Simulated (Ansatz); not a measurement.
# Is ZrSnGe in the AlB2 type a stable metal?, part 2 of 2

Question: is the lattice of ZrSnGe in the AlB2 type stable, and if so, what are its coupling constant and resistivity?

Ansatz 0.2.0; DFT PBE, scalar-relativistic, plane waves, PAW; PAW set soft_1.

So far, lowest on path (cm⁻¹): step 5 (lattice stability: q 2×2×2, k 4×4×6) -62.5. The relaxed cell has a = 5.015, c = 2.954 Å (conventional setting).

The structure was built from a prototype and need not be the compound's stable phase.

**6. Lattice stability: q 3×3×2, k 6×6×8 (continued)**

Solved on the 3×3×2 mesh alone; all other wavevectors are interpolated. The phonon branches at the labelled points (cm⁻¹):

```
    point  branch 1  branch 2  branch 3  branch 4  branch 5  branch 6  branch 7  branch 8  branch 9
        Γ         0         0         0        47        85        88        88       149       149
  halfway        24        32        50        71        83       100       106       139       152
        M        25        40        56        76        90        97       108       138       160
  halfway       -16        46        55        73        75        94       117       141       158
        K       -26        52        56        62        68        84       130       139       157
  halfway        28        29        51        77        82        99       108       140       152
        Γ         0         0         0        47        85        88        88       149       149
  halfway        56        56        64       112       112       125       147       150       150
        A        73        73        79       136       136       151       151       175       190
  halfway        61        66        81       123       123       146       152       183       208
        L        18        57        86       120       128       144       153       187       219
  halfway        26        41       101       108       139       144       154       187       217
        H        27        30       104       112       133       154       155       186       215
  halfway        56        59        87       114       131       144       152       184       211
        A        73        73        79       136       136       151       151       175       190
jump to L        18        57        86       120       128       144       153       187       219
  halfway        28        44        88       104       108       139       152       157       164
        M        25        40        56        76        90        97       108       138       160
jump to H        27        30       104       112       133       154       155       186       215
  halfway         6        17        79       104       130       143       148       155       160
        K       -26        52        56        62        68        84       130       139       157
```

Lowest modes at the softest wavevector of the mesh. Modes at q = (-0.333, -0.333, 0.000), with each element's share of the kinetic energy (negative means imaginary):

```
mode  frequency (cm⁻¹)  Zr %  Ge %  Sn %
   1             -26.4     0    48    52
   2              51.8     0   100     0
   3              56.0     0     0   100
   4              61.9    66     0    34
   5              67.5   100     0     0
   6              83.8    92     8     0
```

Displacements in mode 1 (-26.4 cm⁻¹), the largest set to 1, in the home cell (x, y, z of the real part, then of the imaginary part):
```
Zr1  0.00  0.00  0.00  0.00  0.00  0.00
Ge2  0.13  0.99  0.00 -0.99  0.13  0.00
Sn3 -0.65 -0.50  0.00 -0.50  0.65  0.00
```

Displacements in mode 6 (83.8 cm⁻¹), the largest set to 1, in the home cell (x, y, z of the real part, then of the imaginary part):
```
Zr1 -1.00  0.00  0.00  0.00 -1.00  0.00
Ge2  0.32  0.00  0.00  0.00 -0.32  0.00
Sn3  0.00  0.00  0.00  0.00  0.00  0.00
```

The modes has structure finer than the step of the table below, so its rows give means over 10 cm⁻¹, whole bins alone (the curve runs from -35.6 to 234 cm⁻¹). Peaks (cm⁻¹: height): Ge 45.9: 0.0355, 107.1: 0.0192, 141.1: 0.0549, 152.9: 0.0585; Sn 52.7: 0.0243, 88.4: 0.0373, 141.1: 0.0452, 152.9: 0.0496, 183.5: 0.0168; Zr 83.3: 0.0193, 98.6: 0.0365, 113.9: 0.0403, 141.1: 0.0278, 166.5: 0.0175, 185.2: 0.0191, 210.7: 0.0148.

Phonopy on the run's constants, 13x13x19 mesh, Gaussian sigma 2.0 cm⁻¹. Modes against wavenumber; means over each step; values in 1/cm⁻¹/cell:

```
wavenumber (cm⁻¹)       Ge       Sn       Zr
              -30   2.4e-4   2.7e-4   9.4e-6
              -20  0.00192  0.00219   2.1e-4
              -10  0.00146  0.00157   3.0e-4
                0   5.4e-4   6.1e-4   1.4e-4
               10  0.00264  0.00250   8.6e-4
               20   0.0105  0.00614  0.00440
               30   0.0201   0.0127  0.00818
               40   0.0238   0.0142  0.00779
               50   0.0317   0.0200  0.00596
               60   0.0161   0.0184  0.00437
               70   0.0101   0.0132  0.00587
               80  0.00960   0.0217   0.0155
               90   0.0115   0.0289   0.0164
              100   0.0135   0.0172   0.0325
              110   0.0173   0.0123   0.0382
              120   0.0130  0.00669   0.0338
              130   0.0132  0.00634   0.0196
              140   0.0389   0.0303   0.0221
              150   0.0444   0.0383   0.0174
              160   0.0178   0.0205   0.0104
              170   6.6e-4  0.00822   0.0102
              180   6.2e-4   0.0134   0.0108
              190   1.6e-4  0.00406  0.00870
              200   2.1e-5   1.9e-4   0.0105
              210   1.5e-5   1.4e-4   0.0119
              220   3.4e-6   4.1e-5  0.00397
```

No LO-TO term; unit eigenvectors of the mass-weighted matrix. Modes at Γ, with each element's share of the kinetic energy:

```
mode  frequency (cm⁻¹)  symmetry  Zr %  Ge %  Sn %
   1               0.0   unnamed    32    26    42
   2               0.0   unnamed    32    26    42
   3               0.0   unnamed    32    26    42
   4              46.6      A2''     2    69    29
   5              85.1      A2''    66     5    29
   6              88.5        E'    61    33     6
   7              88.5        E'    61    33     6
   8             148.9        E'     6    41    52
   9             148.9        E'     6    41    52
```

Displacements in mode 4 (46.6 cm⁻¹), the largest set to 1:
```
Zr1  0.00  0.00 -0.14
Ge2  0.00  0.00  1.00
Sn3  0.00  0.00 -0.51
```

Displacements in mode 6 (88.5 cm⁻¹), the largest set to 1:
```
Zr1  1.00  0.38  0.00
Ge2 -0.83 -0.32  0.00
Sn3 -0.26 -0.10  0.00
```

Among the solved wavevectors the lowest mode, translations apart, is -26.4 cm⁻¹, imaginary.

**7. Coupling and resistivity: q 3×3×2, k 6×6×8, scattering 8×8×12**

Phonons, couplings and the Boltzmann equation in one run.

input.yaml reads:

```yaml
crystal:
  lattice:
    - [5.0151589057, 3.3584e-06, 0.0]
    - [-2.5075823613, 4.3432533372, 0.0]
    - [0.0, 0.0, 2.9543644302]
  atoms:
    - { symbol: Zr, position: [0.0, 0.0, 0.0] }
    - { symbol: Ge, position: [0.3333333333, 0.6666666667, 0.5] }
    - { symbol: Sn, position: [0.6666666667, 0.3333333333, 0.5] }
kpoints:
  mp_grid: { grid: [6, 6, 8] }
hamiltonian:
  xc: pbe
  pseudopotentials: { kind: paw, azcp: { folder: soft_1 } }
scf:
  occupations: { method: methfessel_paxton, width: 0.2 }
output:
  eigenvalues: true
phonons:
  method: dfpt
  qmesh: [3, 3, 2]
  temperatures: { t_max: 1000, t_step: 50 }
  qpath:
    path:
      - [[0.0, 0.0, 0.0], [0.5, 0.0, 0.0], [0.33333333, 0.33333333, 0.0], [0.0, 0.0, 0.0], [0.0, 0.0, 0.5], [0.5, 0.0, 0.5], [0.33333333, 0.33333333, 0.5], [0.0, 0.0, 0.5]]
      - [[0.5, 0.0, 0.5], [0.5, 0.0, 0.0]]
      - [[0.33333333, 0.33333333, 0.5], [0.33333333, 0.33333333, 0.0]]
    npoints: 10
  electrical_resistivity:
    mesh: [8, 8, 12]
    temperatures: [20.0, 50.0, 77.0, 100.0, 150.0, 200.0, 300.0, 400.0, 600.0, 800.0]
```

Command:

```
$ ansatz run input.yaml --threads 4 --pin off --max-ram 12288MiB --backend cpu --events-out ev --progress --plain --runs-dir out
```

It took 2.4 min on 4 threads of Intel Xeon 6975P-C (Granite Rapids), shared host; peak memory 1.2 GiB.

The run ended with an error.

The program's message: “electrical resistivity: the mode of lowest frequency at the wavevector [0.2500, 0.3750, 0.0000] is imaginary, -24.41 cm⁻¹ (written negative): the force constants describe an unstable lattice; relax th …”

The run stops because a mode is imaginary on the scattering mesh, where no scattering rate is defined; denser k meshes, other smearings and, between solved wavevectors, finer q meshes show whether the instability is real.

**8. Outcome**

```json
{"phonon run of the rows without a label of their own": "PBE, q 3×3×2, k 6×6×8", "softest mode on the q mesh": "-26.4 cm⁻¹ at q = (-0.333, -0.333, 0)", "highest frequency, solved or plainly interpolated": "219 cm⁻¹"}
```

The lattice is dynamically unstable at this level: a mode at q = (-0.333, -0.333, 0) is imaginary, 26.4i cm⁻¹, so no harmonic coupling constant or resistivity is defined for this structure. These meshes are coarse, and single modes of a metal can move by tens of cm⁻¹ with the k mesh. The coarser mesh found an imaginary mode at another wavevector, which this mesh lacks. The phonon runs are not spin-polarised. The structure was built by hand as an ordered model, and its stability against other phases was not tested.

[Logs are printed without paths, hosts, clocks, repeated set-up lines and the standing remarks that a program may print on its own settings, such as how far it seeks lower states.]

[Hosts, paths, dates, database ids (printed as entryN), source tags and the programs' standing remarks are cut or masked in the printed files.]
